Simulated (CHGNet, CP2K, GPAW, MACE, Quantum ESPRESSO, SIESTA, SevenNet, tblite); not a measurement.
# Random packing of As (59 atoms) in other programs, against a plane-wave reference

Wanted: errors and costs of other methods on random packing of As (59 atoms). A plane-wave run serves as the reference.

Calculated with Quantum ESPRESSO 7.5; Kohn-Sham DFT, PBE, SSSP efficiency 1.3.0 pseudopotentials, plane waves.

### 1. The structure

The cell holds 59 atoms: 59 As. Cell: a = 11.253 Å, b = 11.253 Å, c = 11.253 Å, α = 90.0°, β = 90.0°, γ = 90.0°. 59 atoms (59 As) packed at random in a cube at 5.15 g/cm³ and pushed apart as soft spheres; a start for melting by ab initio MD, not an equilibrated structure. Then every atom was moved at random, 0.02 Å r.m.s. a Cartesian component.

### 2. Reference: Quantum ESPRESSO, plane waves

The input, pw.in:

```
&control
  calculation = 'scf'
  pseudo_dir = './pseudo'
  outdir = './tmp'
  disk_io = 'none'
  tprnfor = .true.
  tstress = .true.
/
&system
  ibrav = 0
  nat = 59
  ntyp = 1
  ecutwfc = 45
  ecutrho = 360
  nosym = .true.
  occupations = 'smearing'
  smearing = 'fd'
  degauss = 0.003675
/
&electrons
  conv_thr = 2.9e-07
  electron_maxstep = 100
  mixing_beta = 0.2
  mixing_mode = 'local-TF'
  diagonalization = 'david'
/
ATOMIC_SPECIES
As 74.922 As.upf
CELL_PARAMETERS angstrom
11.25310 0.00000 0.00000
0.00000 11.25310 0.00000
0.00000 0.00000 11.25310
ATOMIC_POSITIONS crystal
As 0.07597 0.32601 0.40330
As 0.15871 0.80721 0.94410
As 0.03914 0.81416 0.47892
As 0.71279 0.40792 0.78877
As 0.23512 0.13619 0.79705
As 0.97606 0.67498 0.75340
As 0.47256 0.81482 0.77466
As 0.50009 0.96478 0.29106
As 0.81729 0.70360 0.99497
As 0.94101 0.26985 0.70723
As 0.91820 0.46566 0.85659
As 0.92833 0.42212 0.26157
[... 43 atom lines left out ...]
As 0.74709 0.58155 0.35412
As 0.76545 0.55332 0.57921
As 0.98067 0.49074 0.51210
As 0.93323 0.17877 0.90164
K_POINTS gamma
```

Run with:

```
$ OMP_NUM_THREADS=1 mpirun -np 4 pw.x -in pw.in > output.txt
```

Log:

```text
Program PWSCF
     gamma-point specific algorithms are used
     one sub-group per band group will be used
     scalapack distributed-memory algorithm (size of sub-group:  2*  2 procs)
     Parallelization info
     sticks:   dense  smooth     PW     G-vecs:    dense   smooth      PW
     Min        3240    1622    404               277412    98115   12256
     Max        3242    1625    405               277418    98122   12261
     Sum       12965    6493   1617              1109661   392471   49029
     bravais-lattice index     =            0
     lattice parameter (alat)  =      21.2653  a.u.
     unit-cell volume          =    9616.4136 (a.u.)^3
     number of atoms/cell      =           59
     number of atomic types    =            1
     number of electrons       =       295.00
[... lines left out ...]
     scf convergence threshold =      2.9E-07
[... lines left out ...]
     number of k points=     1  Fermi-Dirac smearing, width (Ry)=  0.0037
[... lines left out ...]
     total energy              =   -1071.24402415 Ry
[... lines left out ...]
     total energy              =   -1071.18729080 Ry
[... lines left out ...]
     total energy              =   -1071.20930103 Ry
[... lines left out ...]
     total energy              =   -1071.21171481 Ry
[... lines left out ...]
     total energy              =   -1071.21171630 Ry
[... lines left out ...]
          k = 0.0000 0.0000 0.0000 ( 24515 PWs)   bands (ev):
    -8.7521  -8.3782  -8.2771  -8.2402  -7.9682  -7.7440  -7.6865  -7.4184
    -7.3960  -7.0615  -6.9555  -6.7733  -6.5852  -6.3986  -6.2655  -6.1330
    -6.0393  -5.9371  -5.8684  -5.7423  -5.5713  -5.4519  -5.3963  -5.2918
[...]
6.6708   6.7211   6.7343   6.7897   6.8083   6.9210   6.9349   7.0100
     7.0245   7.1361   7.1747   7.1906   7.2592   7.3155   7.3457   7.4054
     7.4891   7.5936
     the Fermi energy is     5.8913 ev
!    total energy              =   -1071.21171625 Ry
     estimated scf accuracy    <       0.00000029 Ry
     smearing contrib. (-TS)   =      -0.02271458 Ry
     internal energy E=F+TS    =   -1071.18900166 Ry
     The total energy is F=E-TS. E is the sum of the following terms:
     one-electron contribution =     125.56744791 Ry
     hartree contribution      =      70.43790537 Ry
     xc contribution           =    -538.47607927 Ry
     ewald contribution        =    -728.71827567 Ry
     convergence has been achieved in  13 iterations
     Forces acting on atoms (cartesian axes, Ry/au):
     atom    1 type  1   force =     0.02709548   -0.01048781   -0.01493035
     atom    2 type  1   force =    -0.04429198   -0.08326917    0.00703091
     atom    3 type  1   force =    -0.01747503   -0.01132826    0.00955784
[...]
atom   58 type  1   force =     0.00765704    0.01427368    0.02048222
     atom   59 type  1   force =     0.00748531   -0.05503872    0.00885176
     Total force =     0.402922     Total SCF correction =     0.000788
     Computing stress (Cartesian axis) and pressure
          total   stress  (Ry/bohr**3)                   (kbar)     P=        8.08
   0.00002309   0.00001458  -0.00001255            3.40        2.15       -1.85
   0.00001458   0.00011925   0.00002985            2.15       17.54        4.39
  -0.00001255   0.00002985   0.00002242           -1.85        4.39        3.30
     Message from routine punch:
     Nothing written, as per user request (disk_io='none')
```

Elapsed: 88 s, on 4 MPI ranks of Intel Xeon Platinum 8488C (Sapphire Rapids), shared host; peak memory 2.4 GiB; 5.8 min of CPU time.

Banners and routine set-up lines are dropped from the logs; longer cuts are marked.

Numbers from this run:

| Property | Result |
| --- | --- |
| r.m.s. force component | 0.7787 eV/Å |
| longest force | 3.688 eV/Å |
| pressure | 0.808 GPa |

### 3. Structure statistics

Density 5.15 g/cm³, 24.15 Å³ an atom.

Pair distribution function in bins of 0.1 Å:

```tsv
r (Å)	total
2.15	0.00
2.25	0.13
2.35	0.94
2.45	1.51
2.55	1.71
2.65	1.12
2.75	1.73
2.85	1.13
2.95	1.58
3.05	1.19
3.15	1.31
3.25	1.59
3.35	1.05
3.45	1.21
3.55	0.93
3.65	1.17
3.75	0.93
3.85	0.84
3.95	1.00
4.05	0.72
4.15	1.09
4.25	0.76
4.35	0.72
4.45	1.09
4.55	0.98
4.65	0.84
4.75	0.69
4.85	1.11
4.95	1.09
5.05	0.69
5.15	1.03
5.25	1.18
5.35	0.91
5.45	0.79
5.55	1.06
```

Bonds by pair of elements; cutoffs follow the first minimum of g(r), held within bounds set by covalent radii, and pairs that aren't listed don't count as bonded (cutoffs were set anew for this text, so counts can differ from the run's own analysis):

```tsv
pair A-B	cutoff (Å)	bonds	mean length (Å)	spread (Å)	shortest (Å)	B about A	A about B
As-As	2.88	85	2.61	0.16	2.28	2.88	2.88
```

How many atoms have how many bonded neighbours:

```tsv
element	mean	0	1	2	3	4	5
As	2.88	2	3	16	20	15	3
```

Rings of the network by King's shortest-path rule, up to 12 atoms, one path for each pair of neighbours; H, halogens, alkali and alkaline-earth atoms are left out:

```tsv
ring size (atoms)	rings	per network atom
3	12	0.203
4	7	0.119
5	9	0.153
6	4	0.068
7	4	0.068
8	3	0.051
9	1	0.017
10	2	0.034
11	6	0.102
12	7	0.119
```

### 4. The other programs

The programs:
- CHGNet: machine-learned potential, published weights.
- CP2K 2026.2: Gaussian basis with GTH pseudopotentials and a plane-wave density; labels give functional, basis (MOLOPT sets; SR short-range, UZH the newer set with its own potentials), grid cutoff/relative cutoff and solver (OT: orbital transformation; TRS4, TC2, SIGN: linear-scaling purification with its sparsity filter), or its built-in tight binding.
- GPAW 26.7.0: PAW with atomic orbitals (LCAO), plane waves or a real-space grid of spacing h.
- MACE: machine-learned potential, published weights.
- SIESTA 5.4.2: numerical atomic orbitals, whose automatically made sets are far from complete, with PseudoDojo norm-conserving potentials that we converted to its format (checked against plane waves on the same files for H, C, O, Si, Ge and Ca alone); labels give functional, basis size, energy shift and mesh cutoff.
- SevenNet: machine-learned potential, published weights.
- tblite 0.8.0: extended tight binding, driven from Python.

All use the same cell and atoms; the electronic-structure runs use the same k-mesh, and an electronic temperature of 580 K (0.05 eV) where levels are smeared.

Differences are against the plane-wave reference, forces as r.m.s. over components; share is that over the reference's r.m.s. force, slope the least-squares factor from reference forces to these. Total energies of different programs have different zeros and aren't compared.

```tsv
run	Δ force, r.m.s. (meV/Å)	share (%)	slope	Δ pressure (GPa)	cores	CPU time	memory (GiB)
reference	-	-	-	-	4	5.8 min	2.4
CHGNet r2SCAN potential	669	86.0	0.297	-3.62	1	4.6 s	0.57
CP2K BLYP, DZVP-MOLOPT-SR, 350/50 Ry, diagonalisation	79.0	10.1	1.043	4.34	2	2.4 min	1.9
CP2K PBE+D3(BJ), DZVP-MOLOPT-SR, 350/50 Ry, diagonalisation	81.7	10.5	1.064	-2.10	2	2.7 min	1.9
CP2K PBE, DZVP-MOLOPT (SR for As), 350/50 Ry, diagonalisation	77.2	9.91	1.065	0.379	2	3.2 min	1.9
CP2K PBE, DZVP-MOLOPT-SR, 350/20 Ry, diagonalisation (coarse)	77.7	9.98	1.065	0.441	2	2.3 min	1.9
CP2K PBE, DZVP-MOLOPT-SR, 350/50 Ry, diagonalisation	77.2	9.91	1.065	0.379	2	3 min	1.9
CP2K PBE, DZVP-MOLOPT-SR, 489/50 Ry, diagonalisation	77.2	9.91	1.065	0.379	2	4.4 min	2.8
CP2K PBE, TZV2P-UZH, 350/50 Ry, diagonalisation	12.8	1.64	0.997	-0.171	4	9 min	4.1
CP2K r2SCAN, SCAN potentials, DZVP-UZH(SCAN), 600/50 Ry, diagonalisation	227	29.2	0.881	-1.98	2	12 min	4.8
GPAW PBE, LCAO dzp, h 0.2 Å	111	14.3	1.087	-	1	2.3 min	1.2
GPAW PBE, LCAO dzp, h 0.2 Å, other mixer settings	111	14.3	1.087	-	1	3 min	1.1
GPAW PBE, LCAO sz(dzp), h 0.2 Å (coarse)	854	110	1.702	-	1	63 s	0.99
GPAW PBE, LCAO szp(dzp), h 0.2 Å (coarse)	343	44.0	1.292	-	1	2 min	1.2
MACE MPA-0 medium potential	247	31.7	0.878	-0.0672	1	11 s	0.75
SIESTA PBE, TZP, shift 0.01 Ry, mesh 300 Ry	487	62.6	1.381	2.80	2	8 min	1.3
SevenNet 0 potential	306	39.3	0.845	0.0537	1	10 s	0.64
tblite GFN1-xTB	512	65.7	0.628	-8.91	1	8.7 s	0.12
```

Rows marked coarse use a setting chosen to be so.

Times of the machine-learned potentials are mostly Python's start and the loading of weights.

CPU time is summed over cores on a shared host, where runs went side by side, so it is rough. Symmetry, cutoffs, thresholds, outputs and thread counts weren't matched or tuned between programs; memory under MPI is the largest rank's times the ranks.

Within one program, basis, potentials and functional, energies share a zero. Each run against its twin at the usual cutoff or grid and solver:

```tsv
run	twin	Δ energy (meV/atom)	Δ force, r.m.s. (meV/Å)	CPU time over the twin's
CP2K PBE, DZVP-MOLOPT-SR, 350/20 Ry, diagonalisation	DZVP-MOLOPT-SR, 350/50 Ry, diagonalisation	-1.76	7.91	0.78
CP2K PBE, DZVP-MOLOPT-SR, 489/50 Ry, diagonalisation	DZVP-MOLOPT-SR, 350/50 Ry, diagonalisation	-4.0e-4	0.057	1.5
GPAW PBE, LCAO dzp, h 0.2 Å, other mixer settings	LCAO dzp, h 0.2 Å	0	1.19	1.3
```

### 5. Summary of results

```json
{
 "reference r.m.s. force component": "0.779 eV/Å",
 "nearest in forces": "CP2K PBE, TZV2P-UZH, 350/50 Ry, diagonalisation, 1.6 %",
 "farthest in forces": "GPAW PBE, LCAO sz(dzp), h 0.2 Å (coarse), 110 %",
 "cheapest electronic-structure run beside the reference": "tblite GFN1-xTB, 8.7 s of CPU time"
}
```

**Reading.** The PBE runs in local orbitals, coarse settings apart, differ by 1.6 % (CP2K PBE, TZV2P-UZH, 350/50 Ry, diagonalisation) to 63 % (SIESTA PBE, TZP, shift 0.01 Ry, mesh 300 Ry); basis, grid and potentials can all enter. Tight binding differs by 66 % (tblite GFN1-xTB); it is another model, with fitted parameters of its own, and the xTB methods hold dispersion. Machine-learned potentials differ by 32 % (MACE MPA-0 medium potential) to 86 % (CHGNet r2SCAN potential); they were trained on other programs' data, some at another functional. Among those trained on PBE data the slope goes as low as 0.84, which softening far from their training structures can give, though the reference's k-sampling is untested too. Rows with another functional or a dispersion term differ by 10 % (CP2K BLYP, DZVP-MOLOPT-SR, 350/50 Ry, diagonalisation) to 29 % (CP2K r2SCAN, SCAN potentials, DZVP-UZH(SCAN), 600/50 Ry, diagonalisation), which mixes the change of model with differences of basis and potentials, some of them made for another functional. Runs with settings chosen to be coarse differ by 10.0 % (CP2K PBE, DZVP-MOLOPT-SR, 350/20 Ry, diagonalisation) to 110 % (GPAW PBE, LCAO sz(dzp), h 0.2 Å), their programs' other errors included. Of the electronic-structure runs that take under half the reference's CPU time, CP2K PBE, DZVP-MOLOPT-SR, 350/20 Ry, diagonalisation is among the nearest, at 10.0 % in 2.3 min against 5.8 min. GPAW PBE, LCAO szp(dzp), h 0.2 Å stiffens the forces by a factor of 1.29 while following their directions (correlation 0.969). In pressure, SIESTA PBE, TZP, shift 0.01 Ry, mesh 300 Ry misses by +2.8 GPa, at the same functional. In the reference: levels near the Fermi energy are neither full nor empty under the smearing, so no gap is quoted. In the reference: By these cutoffs 34 % of As atoms have 3 bonded neighbours. Periodic xTB results under one method name differ between programs and library versions. The potentials hold different valence shells: 295 electrons in the reference, 885 in SIESTA; this bears on time and differences. The reference's pressure holds the uncorrected Pulay stress of its 45 Ry basis, so small pressure differences, and their order, may be the reference's own error. The electron count is odd in these runs, and they have no spin polarisation, so the unpaired electron is spread evenly over both spins. Machine-learned potentials mimic data converged in k, so the reference's own k-point error enters their differences. The electronic-structure runs sample only Γ, in a cell whose shortest periodic width is 11 Å, which is coarse for a cell with partly filled levels.

[Long decimals in the printed logs are rounded to 6 places.]

[Also dropped from logs without a mark: lines with file paths, logging warnings of Python, QE's lines on negative density and diagonalisation, SIESTA's first energy breakdown, zero terms and Voronoi charges.]

[Logs are printed without paths, hosts, clocks, repeated set-up lines and the standing remarks that a program may print on its own settings, such as how far it seeks lower states.]

[Hosts, paths, dates, database ids (printed as entryN), source tags and the programs' standing remarks are cut or masked in the printed files.]

[Not all failed runs are listed: runs killed by the host, ended in a Python traceback or in CONQUEST's support-function errors, and SIESTA runs with faulty potentials for Cu, Fe, Ni or Zn are left out.]
